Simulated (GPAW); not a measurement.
## free-standing triangular Mo monolayer, spacing 2.74 A: cost and accuracy of the plane-wave cutoff

Wanted: the cheapest choice of the plane-wave cutoff that holds the magnetic results of free-standing triangular Mo monolayer, spacing 2.74 A.

Program: GPAW 26.7.0. Level of theory: revPBE; plane waves with GPAW's PAW setups, scalar-relativistic. Results are calculated unless marked as measured.

### 1. The starting structure

The cell holds 1 atom: 1 Mo. Cell: a = 2.740 Å, b = 2.740 Å, c = 14.000 Å, α = 90.0°, β = 90.0°, γ = 120.0°. model lattice. Vacuum lies along c.

### 2. Rung 1 (250 eV), start ferro +

The ladder starts at a low cutoff and climbs, to see from where on the results stand still.

File order1.py:

```python
import json
import numpy as np
from ase import Atoms
from ase.parallel import paropen, parprint
from gpaw import GPAW

atoms = Atoms(['Mo'],
    cell=[[2.74, 0.0, 0.0],
         [-1.37, 2.37291, 0.0],
         [0.0, 0.0, 14.0]],
    scaled_positions=[[0.0, 0.0, 0.5]],
    pbc=True,
    magmoms=[1.0])
atoms.calc = GPAW(mode={'name': 'pw', 'ecut': 250},
    xc='revPBE',
    kpts={'size': (12, 12, 1), 'gamma': True},
    occupations={'name': 'fermi-dirac', 'width': 0.05},
    convergence={'density': 1e-05, 'energy': 1e-05},
    maxiter=200,
    symmetry={'tolerance': 1e-4},
    txt='order1.txt')
e = atoms.get_potential_energy(force_consistent=True)
res = {'free_energy': e, 'energy_sigma0': atoms.get_potential_energy(), 'fermi_energy': atoms.calc.get_fermi_level()}
res['moments'] = atoms.get_magnetic_moments().tolist()
res['total'] = atoms.get_magnetic_moment()
parprint('site moments (muB):', np.round(res['moments'], 3))
parprint(f"total moment: {res['total']:.3f} muB")
parprint(f'free energy: {e:.6f} eV')
atoms.calc.write('order1.gpw')
with paropen('results.json', 'w') as f:
    json.dump(res, f)
```

The run is started by

```
OMP_NUM_THREADS=1 python3 order1.py > order1.log
```

Numbers of over 12 decimals in the logs are rounded to 6 here.

Log:

```text
site moments (muB): [0.]
total moment: 0.000 muB
free energy: -7.825865 eV

--- order1.txt ---
Input parameters:
  mode=PW(ecut=250),
  convergence={'density': 1e-05, 'energy': 1e-05},
  kpts=MonkhorstPack(size=(12, 12, 1), gamma=True),
  maxiter=200,
  occupations=Occupations(name='fermi-dirac', width=0.05),
  symmetry=Symmetry(tolerance=0.0001),
  xc=XC(name='revPBE')

Diagonalizing LCAO Hamiltonian
Converting LCAO to pw mode

       Mo

Atoms  # Å, Bohr magnetons
|   | symbol |        x |        y |        z |    initial magnetic moments |
|---|--------|----------|----------|----------|-----------------------------|
| 0 |     Mo | 0.000000 | 0.000000 | 7.000000 | ( 0.0000,  0.0000,  1.0000) |

Unit cell  # Å
| periodic |         x |        y |         z |   lengths |     angles |
|----------|-----------|----------|-----------|-----------|------------|
|      yes |  2.740000 | 0.000000 |  0.000000 |  2.740000 |  90.000000 |
|      yes | -1.370000 | 2.372910 |  0.000000 |  2.740000 |  90.000000 |
|      yes |  0.000000 | 0.000000 | 14.000000 | 14.000000 | 119.999996 |

Number of symmetries: 24

BZ-sampling:
  Number of BZ points: 144
  Number of IBZ points: 19

  Monkhorst-Pack size: [12, 12, 1]
  Monkhorst-Pack shift: [0.041667, 0.041667, 0.0]

Plane wave coefficients: 853
Cutoff: 250.0 eV

Spin-components: 2 (collinear spins)
Bands:           13
Projectors:      6
Spin-degeneracy: 1
Datatype:        complex128

Parallelization:
  kpt:    1
  domain: 1
  band:   1

Density:
  Valence electrons: 14.0
  Components: 2
  Grid points: [10 10 54]
  Charge: 0.0  # |e|

Potential:
  Grid points: [10 10 54]

[... setups left out ...]
Reference energy: -110139.510921  # eV

eigensolver:
  PPCG
  Converge bands: occupied
  niter=2

density mixing:
  MSR1-Mixer
  Pratt-step length: 0.05
  Maximum mixing coefficient: 0.75
  Old densities: 10
  SVD Regularization: 0.005
  Good broyden scale: 1.0
  Trust region scale: 1.0
  Backstep threshold: 4.0
  History deletion threshold: 6.0
  Fourier metric: weight=20.0, sigma=0.015

occupation numbers:
  Fermi-Dirac:
    width: 0.0500  # eV

poisson solver:
  ecut: 2000.0  # eV

xc functional:
  name: revPBE with 2 nearest neighbor stencil

convergence criteria:
- Maximum integral of absolute [dens]ity change: 1e-05 electrons / valence electron
- Maximum [total energy] change in last 3 cyles: 1e-05 eV / valence electron
- Maximum integral of absolute [eigenst]ate change: 4e-08 eV^2 / valence electron
maximum number of iterations: 200

SCF iterations
|iter     |      energy | eigst |  dens |  magmom |
|---------|-------------|-------|-------|---------|
|iter:   1|       0s |   -8.265215 | -0.00 |       |  +0.9879|
|iter:   2|       0s |   -8.162992 | -1.66 | -0.89 |  +0.9614|
|iter:   3|       1s |   -7.792200 | -1.04 | -0.93 |  +0.5904|
|iter:   4|       1s |   -7.806537 | -2.64 | -1.47 |  +0.4297|
|iter:   5|       2s |   -7.812832 | -3.33 | -1.69 |  +0.3150|
|iter:   6|       3s |   -7.816689 | -3.76 | -1.90 |  +0.1728|
|iter:   7|       3s |   -7.818194 | -3.92 | -2.29 |  +0.0708|
|iter:   8|       4s |   -7.818529 | -4.14 | -2.76 |  +0.0153|
|iter:   9|       4s |   -7.818570 | -4.71 | -3.11 |  -0.0004|
|iter:  10|       5s |   -7.818596c| -5.69 | -3.42 |  +0.0008|
|iter:  11|       5s |   -7.818588c| -6.53 | -3.80 |  +0.0016|
|iter:  12|       6s |   -7.818588c| -7.26 | -4.21 |  +0.0008|
|iter:  13|       6s |   -7.818589c| -7.61c| -4.63 |  +0.0003|
|iter:  14|       6s |   -7.818589c| -7.83c| -5.15c|  +0.0000|

Converged in 14 steps
Energy contributions relative to reference atoms: (reference = -110139.510921)

Energy contributions:
  Kinetic:         -16.568688
  Coulomb:          10.677860
  Zero:              0.106239
  External:          0.000000
  Xc:               -2.026726
  Entropy:          -0.014551
  Spinorbit:         0.000000
  ----------------------------
  Free energy:      -7.825865
  Extrapolated:     -7.818589

dipole moment: (-5.098968, -8.831673, 0.000001)  # |e|*Ang

Total magnetic moment: (0.000000, 0.000000, 0.000039)

Local magnetic moments
|        x |        y |        z |
|----------|----------|----------|
| 0.000000 | 0.000000 | 0.000020 |  # Mo   0

Fermi level: -1.718
Eigenvalues  # (at kpt = [-0.000, -0.000, 0.000])
| band index |      eig [eV] | occ [0-1] |      eig [eV] | occ [0-1] |
|------------|---------------|-----------|---------------|-----------|
|          0 |       -62.809 |     1.000 |       -62.809 |     1.000 |
|          1 |       -37.054 |     1.000 |       -37.053 |     1.000 |
|          2 |       -36.068 |     1.000 |       -36.068 |     1.000 |
|          3 |       -36.068 |     1.000 |       -36.068 |     1.000 |
|          4 |        -6.476 |     1.000 |        -6.476 |     1.000 |
|          5 |        -3.183 |     1.000 |        -3.183 |     1.000 |
|          6 |        -2.017 |     0.997 |        -2.017 |     0.997 |
|          7 |        -2.017 |     0.997 |        -2.017 |     0.997 |
|          8 |        -0.984 |     0.000 |        -0.984 |     0.000 |
|          9 |         0.802 |     0.000 |         0.802 |     0.000 |
|         10 |         0.802 |     0.000 |         0.802 |     0.000 |
|         11 |         2.788 |     0.000 |         2.788 |     0.000 |
|         12 |         3.675 |     0.000 |         3.675 |     0.000 |

No gap
No difference between direct/indirect transitions
```

Elapsed: 9.2 s, on 1 MPI rank of Intel Xeon Platinum 8488C (Sapphire Rapids), shared host; peak memory 0.14 GiB.

Read from the output:

| Property | Result |
| --- | --- |
| final state | non-magnetic |

After 14 cycles the seed has died away: no moment is left.

### 3. Rung 1 (250 eV), start antiferro q=(0,1/2,0) +-

The second start gives the energy difference between the two end states, the quantity that is followed up the ladder. Its q is in fractions of the reciprocal vectors of the first run's cell.

order2.py is the script of step 2 with these lines changed:

```diff
@@ -6,12 +6,13 @@
 
-atoms = Atoms(['Mo'],
+atoms = Atoms(['Mo', 'Mo'],
     cell=[[2.74, 0.0, 0.0],
-         [-1.37, 2.37291, 0.0],
+         [-2.74, 4.74582, 0.0],
          [0.0, 0.0, 14.0]],
-    scaled_positions=[[0.0, 0.0, 0.5]],
+    scaled_positions=[[0.0, 0.0, 0.5],
+         [0.0, 0.5, 0.5]],
     pbc=True,
-    magmoms=[1.0])
+    magmoms=[1.0, -1.0])
 atoms.calc = GPAW(mode={'name': 'pw', 'ecut': 250},
     xc='revPBE',
-    kpts={'size': (12, 12, 1), 'gamma': True},
+    kpts={'size': (12, 6, 1), 'gamma': True},
     occupations={'name': 'fermi-dirac', 'width': 0.05},
@@ -20,3 +21,3 @@
     symmetry={'tolerance': 1e-4},
-    txt='order1.txt')
+    txt='order2.txt')
 e = atoms.get_potential_energy(force_consistent=True)
@@ -28,3 +29,3 @@
 parprint(f'free energy: {e:.6f} eV')
-atoms.calc.write('order1.gpw')
+atoms.calc.write('order2.gpw')
 with paropen('results.json', 'w') as f:
```

The run is started by

```
OMP_NUM_THREADS=1 python3 order2.py > order2.log
```

Log:

```text
site moments (muB): [ 0.591 -0.591]
total moment: -0.000 muB
free energy: -15.674166 eV

--- order2.txt ---
Input parameters:
  mode=PW(ecut=250),
  convergence={'density': 1e-05, 'energy': 1e-05},
  kpts=MonkhorstPack(size=(12, 6, 1), gamma=True),
  maxiter=200,
  occupations=Occupations(name='fermi-dirac', width=0.05),
  symmetry=Symmetry(tolerance=0.0001),
  xc=XC(name='revPBE')

Diagonalizing LCAO Hamiltonian
Converting LCAO to pw mode

         Mo
          Mo

Atoms  # Å, Bohr magnetons
|   | symbol |         x |        y |        z |    initial magnetic moments |
|---|--------|-----------|----------|----------|-----------------------------|
| 0 |     Mo |  0.000000 | 0.000000 | 7.000000 | ( 0.0000,  0.0000,  1.0000) |
| 1 |     Mo | -1.370000 | 2.372910 | 7.000000 | ( 0.0000,  0.0000, -1.0000) |

Number of symmetries: 4

BZ-sampling:
  Number of BZ points: 72
  Number of IBZ points: 38

  Monkhorst-Pack size: [12, 6, 1]
  Monkhorst-Pack shift: [0.041667, 0.083333, 0.0]

Plane wave coefficients: 1658
Cutoff: 250.0 eV

Spin-components: 2 (collinear spins)
Bands:           21
Projectors:      12
Spin-degeneracy: 1
Datatype:        complex128

Parallelization:
  kpt:    1
  domain: 1
  band:   1

Density:
  Valence electrons: 28.0
  Components: 2
  Grid points: [10 20 54]
  Charge: 0.0  # |e|

Potential:
  Grid points: [10 20 54]

[... setups left out ...]
Reference energy: -220279.021842  # eV

convergence criteria:
- Maximum integral of absolute [dens]ity change: 1e-05 electrons / valence electron
- Maximum [total energy] change in last 3 cyles: 1e-05 eV / valence electron
[...]
|iter:  17|      41s |  -15.661673c| -5.05 | -3.66 |  -0.0000|
|iter:  18|      44s |  -15.661681c| -5.87 | -3.78 |  -0.0000|
|iter:  19|      46s |  -15.661681c| -7.40c| -4.84 |  -0.0000|
|iter:  20|      48s |  -15.661681c| -7.99c| -5.26c|  -0.0000|

Converged in 20 steps
Energy contributions relative to reference atoms: (reference = -220279.021842)

Energy contributions:
  Kinetic:         -30.889831
  Coulomb:          19.681428
  Zero:              0.201071
  External:          0.000000
  Xc:               -4.641863
  Entropy:          -0.024971
  Spinorbit:         0.000000
  ----------------------------
  Free energy:     -15.674166
  Extrapolated:    -15.661681

dipole moment: (-10.195248, -17.658689, 0.000003)  # |e|*Ang

Total magnetic moment: (0.000000, 0.000000, -0.000009)

Local magnetic moments
|        x |        y |         z |
|----------|----------|-----------|
| 0.000000 | 0.000000 |  0.590833 |  # Mo   0
| 0.000000 | 0.000000 | -0.590840 |  # Mo   1

Fermi level: -1.646
Eigenvalues  # (at kpt = [-0.000, 0.000, 0.000])
| band index |      eig [eV] | occ [0-1] |      eig [eV] | occ [0-1] |
|------------|---------------|-----------|---------------|-----------|
|          0 |       -62.821 |     1.000 |       -62.821 |     1.000 |
|        ... |               |           |               |           |
|          6 |       -35.939 |     1.000 |       -35.939 |     1.000 |
|          7 |       -35.896 |     1.000 |       -35.896 |     1.000 |
|          8 |        -6.408 |     1.000 |        -6.408 |     1.000 |
|          9 |        -5.485 |     1.000 |        -5.485 |     1.000 |
[...]
|         17 |         0.923 |     0.000 |         0.923 |     0.000 |
|         18 |         0.968 |     0.000 |         0.968 |     0.000 |
|         19 |         1.850 |     0.000 |         1.850 |     0.000 |
|         20 |         3.078 |     0.000 |         3.078 |     0.000 |

No gap
No difference between direct/indirect transitions
```

Elapsed: 53 s, on 1 MPI rank; peak memory 0.2 GiB.

This step gave:

- magnetization: 0 μB
- final state: antiferromagnetic
- largest moment: 0.5908 μB

This start lies -11.2 meV a seeded atom from the first; its largest moment is 0.591 μB.

### 4. Rung 2 (325 eV), start ferro +

order1.py is the script of step 2 with these lines changed:

```diff
@@ -13,3 +13,3 @@
     magmoms=[1.0])
-atoms.calc = GPAW(mode={'name': 'pw', 'ecut': 250},
+atoms.calc = GPAW(mode={'name': 'pw', 'ecut': 325},
     xc='revPBE',
```

The run is started by

```
OMP_NUM_THREADS=1 python3 order1.py > order1.log
```

Log:

```text
site moments (muB): [0.]
total moment: 0.000 muB
free energy: -8.209974 eV

--- order1.txt ---
Input parameters:
  mode=PW(ecut=325),
  convergence={'density': 1e-05, 'energy': 1e-05},
  kpts=MonkhorstPack(size=(12, 12, 1), gamma=True),
  maxiter=200,
  occupations=Occupations(name='fermi-dirac', width=0.05),
  symmetry=Symmetry(tolerance=0.0001),
  xc=XC(name='revPBE')

Diagonalizing LCAO Hamiltonian
[...]
|          3 |       -36.051 |     1.000 |       -36.051 |     1.000 |
|          4 |        -6.444 |     1.000 |        -6.444 |     1.000 |
[...]
|          9 |         0.775 |     0.000 |         0.775 |     0.000 |
|         10 |         0.775 |     0.000 |         0.775 |     0.000 |
|         11 |         2.792 |     0.000 |         2.792 |     0.000 |
|         12 |         3.668 |     0.000 |         3.668 |     0.000 |

No gap
No difference between direct/indirect transitions


[key lines of the parts left out:]
Free energy:      -8.209974
Converged in 15 steps
dipole moment: (-5.104788, -8.841754, 0.000001)  # |e|*Ang
Fermi level: -1.722
```

Wall time 12 s (1 MPI rank); peak memory 0.15 GiB.

This step gave:

| Item | Value |
| --- | --- |
| final state | non-magnetic |

After 15 cycles the seed has died away: no moment is left.

### 5. Rung 2 (325 eV), start antiferro q=(0,1/2,0) +-

order2.py is the script of step 3 with these lines changed:

```diff
@@ -14,3 +14,3 @@
     magmoms=[1.0, -1.0])
-atoms.calc = GPAW(mode={'name': 'pw', 'ecut': 250},
+atoms.calc = GPAW(mode={'name': 'pw', 'ecut': 325},
     xc='revPBE',
```

The run is started by

```
OMP_NUM_THREADS=1 python3 order2.py > order2.log
```

Log:

```text
site moments (muB): [ 0.621 -0.621]
total moment: -0.000 muB
free energy: -16.447011 eV

--- order2.txt ---
Input parameters:
  mode=PW(ecut=325),
  convergence={'density': 1e-05, 'energy': 1e-05},
  kpts=MonkhorstPack(size=(12, 6, 1), gamma=True),
  maxiter=200,
  occupations=Occupations(name='fermi-dirac', width=0.05),
  symmetry=Symmetry(tolerance=0.0001),
  xc=XC(name='revPBE')

Diagonalizing LCAO Hamiltonian
[...]
|          8 |        -6.377 |     1.000 |        -6.377 |     1.000 |
|          9 |        -5.461 |     1.000 |        -5.461 |     1.000 |
[...]
|         17 |         0.902 |     0.000 |         0.902 |     0.000 |
|         18 |         0.951 |     0.000 |         0.951 |     0.000 |
|         19 |         1.844 |     0.000 |         1.844 |     0.000 |
|         20 |         2.988 |     0.000 |         2.988 |     0.000 |

No gap
No difference between direct/indirect transitions


[key lines of the parts left out:]
Free energy:     -16.447011
Converged in 19 steps
dipole moment: (-10.206528, -17.678228, 0.000003)  # |e|*Ang
Fermi level: -1.654
```

Wall time 78 s (1 MPI rank); peak memory 0.25 GiB.

Read from the output:

```
magnetization  : 0 μB
final state    : antiferromagnetic
largest moment : 0.6213 μB
```

This start lies -13.5 meV a seeded atom from the first, a change of -2.3 meV since rung 1; its largest moment is 0.621 μB.

### 6. Rung 3 (400 eV), start ferro +

order1.py is the script of step 4 with these lines changed:

```diff
@@ -13,3 +13,3 @@
     magmoms=[1.0])
-atoms.calc = GPAW(mode={'name': 'pw', 'ecut': 325},
+atoms.calc = GPAW(mode={'name': 'pw', 'ecut': 400},
     xc='revPBE',
```

The run is started by

```
OMP_NUM_THREADS=1 python3 order1.py > order1.log
```

Log:

```text
site moments (muB): [0.]
total moment: 0.000 muB
free energy: -8.329386 eV

--- order1.txt ---
Input parameters:
  mode=PW(ecut=400),
  convergence={'density': 1e-05, 'energy': 1e-05},
  kpts=MonkhorstPack(size=(12, 12, 1), gamma=True),
  maxiter=200,
  occupations=Occupations(name='fermi-dirac', width=0.05),
  symmetry=Symmetry(tolerance=0.0001),
  xc=XC(name='revPBE')

Diagonalizing LCAO Hamiltonian
[...]
|          3 |       -36.028 |     1.000 |       -36.028 |     1.000 |
|          4 |        -6.435 |     1.000 |        -6.435 |     1.000 |
[...]
|          9 |         0.767 |     0.000 |         0.767 |     0.000 |
|         10 |         0.767 |     0.000 |         0.767 |     0.000 |
|         11 |         2.797 |     0.000 |         2.797 |     0.000 |
|         12 |         3.664 |     0.000 |         3.664 |     0.000 |

No gap
No difference between direct/indirect transitions


[key lines of the parts left out:]
Free energy:      -8.329386
Converged in 15 steps
dipole moment: (-5.103796, -8.840035, 0.000001)  # |e|*Ang
Fermi level: -1.721
```

It took 16 s on 1 MPI rank; peak memory 0.17 GiB.

Numbers from this step:

```
final state : non-magnetic
```

After 15 cycles the seed has died away: no moment is left.

### 7. Rung 3 (400 eV), start antiferro q=(0,1/2,0) +-

order2.py is the script of step 5 with these lines changed:

```diff
@@ -14,3 +14,3 @@
     magmoms=[1.0, -1.0])
-atoms.calc = GPAW(mode={'name': 'pw', 'ecut': 325},
+atoms.calc = GPAW(mode={'name': 'pw', 'ecut': 400},
     xc='revPBE',
```

The run is started by

```
OMP_NUM_THREADS=1 python3 order2.py > order2.log
```

Log:

```text
site moments (muB): [ 0.626 -0.626]
total moment: 0.000 muB
free energy: -16.686091 eV

--- order2.txt ---
Input parameters:
  mode=PW(ecut=400),
  convergence={'density': 1e-05, 'energy': 1e-05},
  kpts=MonkhorstPack(size=(12, 6, 1), gamma=True),
  maxiter=200,
  occupations=Occupations(name='fermi-dirac', width=0.05),
  symmetry=Symmetry(tolerance=0.0001),
  xc=XC(name='revPBE')

Diagonalizing LCAO Hamiltonian
[...]
|          8 |        -6.369 |     1.000 |        -6.369 |     1.000 |
|          9 |        -5.459 |     1.000 |        -5.459 |     1.000 |
[...]
|         17 |         0.893 |     0.000 |         0.893 |     0.000 |
|         18 |         0.943 |     0.000 |         0.943 |     0.000 |
|         19 |         1.847 |     0.000 |         1.847 |     0.000 |
|         20 |         2.991 |     0.000 |         2.991 |     0.000 |

No gap
No difference between direct/indirect transitions


[key lines of the parts left out:]
Free energy:     -16.686091
Converged in 21 steps
dipole moment: (-10.204527, -17.674761, 0.000003)  # |e|*Ang
Fermi level: -1.654
```

It took 2.2 min on 1 MPI rank; peak memory 0.3 GiB.

This step gave:

```yaml
magnetization: 0 μB
final_state: antiferromagnetic
largest_moment: 0.6259 μB
```

This start lies -13.7 meV a seeded atom from the first, a change of -0.1 meV since rung 2; its largest moment is 0.626 μB.

### 8. Rung 4 (500 eV), start ferro +

order1.py is the script of step 6 with these lines changed:

```diff
@@ -13,3 +13,3 @@
     magmoms=[1.0])
-atoms.calc = GPAW(mode={'name': 'pw', 'ecut': 400},
+atoms.calc = GPAW(mode={'name': 'pw', 'ecut': 500},
     xc='revPBE',
```

The run is started by

```
OMP_NUM_THREADS=1 python3 order1.py > order1.log
```

Log:

```text
site moments (muB): [0.]
total moment: 0.000 muB
free energy: -8.350570 eV

--- order1.txt ---
Input parameters:
  mode=PW(ecut=500),
  convergence={'density': 1e-05, 'energy': 1e-05},
  kpts=MonkhorstPack(size=(12, 12, 1), gamma=True),
  maxiter=200,
  occupations=Occupations(name='fermi-dirac', width=0.05),
  symmetry=Symmetry(tolerance=0.0001),
  xc=XC(name='revPBE')

Diagonalizing LCAO Hamiltonian
[...]
|          3 |       -36.022 |     1.000 |       -36.022 |     1.000 |
|          4 |        -6.435 |     1.000 |        -6.435 |     1.000 |
[...]
|          9 |         0.765 |     0.000 |         0.765 |     0.000 |
|         10 |         0.765 |     0.000 |         0.765 |     0.000 |
|         11 |         2.795 |     0.000 |         2.795 |     0.000 |
|         12 |         3.660 |     0.000 |         3.660 |     0.000 |

No gap
No difference between direct/indirect transitions


[key lines of the parts left out:]
Free energy:      -8.350570
Converged in 15 steps
dipole moment: (-5.103397, -8.839345, 0.000001)  # |e|*Ang
Fermi level: -1.721
```

Run time: 22 s. Hardware: 1 MPI rank; peak memory 0.19 GiB.

Read from the output:

| Property | Result |
| --- | --- |
| final state | non-magnetic |

After 15 cycles the seed has died away: no moment is left.

(Continued in part 2 of 2.)

[Logs and program files are shortened in this print: banners, set-up blocks, solver, clock and traceback lines can be left out without a mark of their own.]

[Logs are printed without paths, hosts, clocks, repeated set-up lines and the standing remarks that a program may print on its own settings, such as how far it seeks lower states.]

[Hosts, paths, dates, database ids (printed as entryN), source tags and the programs' standing remarks are cut or masked in the printed files.]

[Where a cell is said to come from a database of computed structures, the database is the Materials Project.]
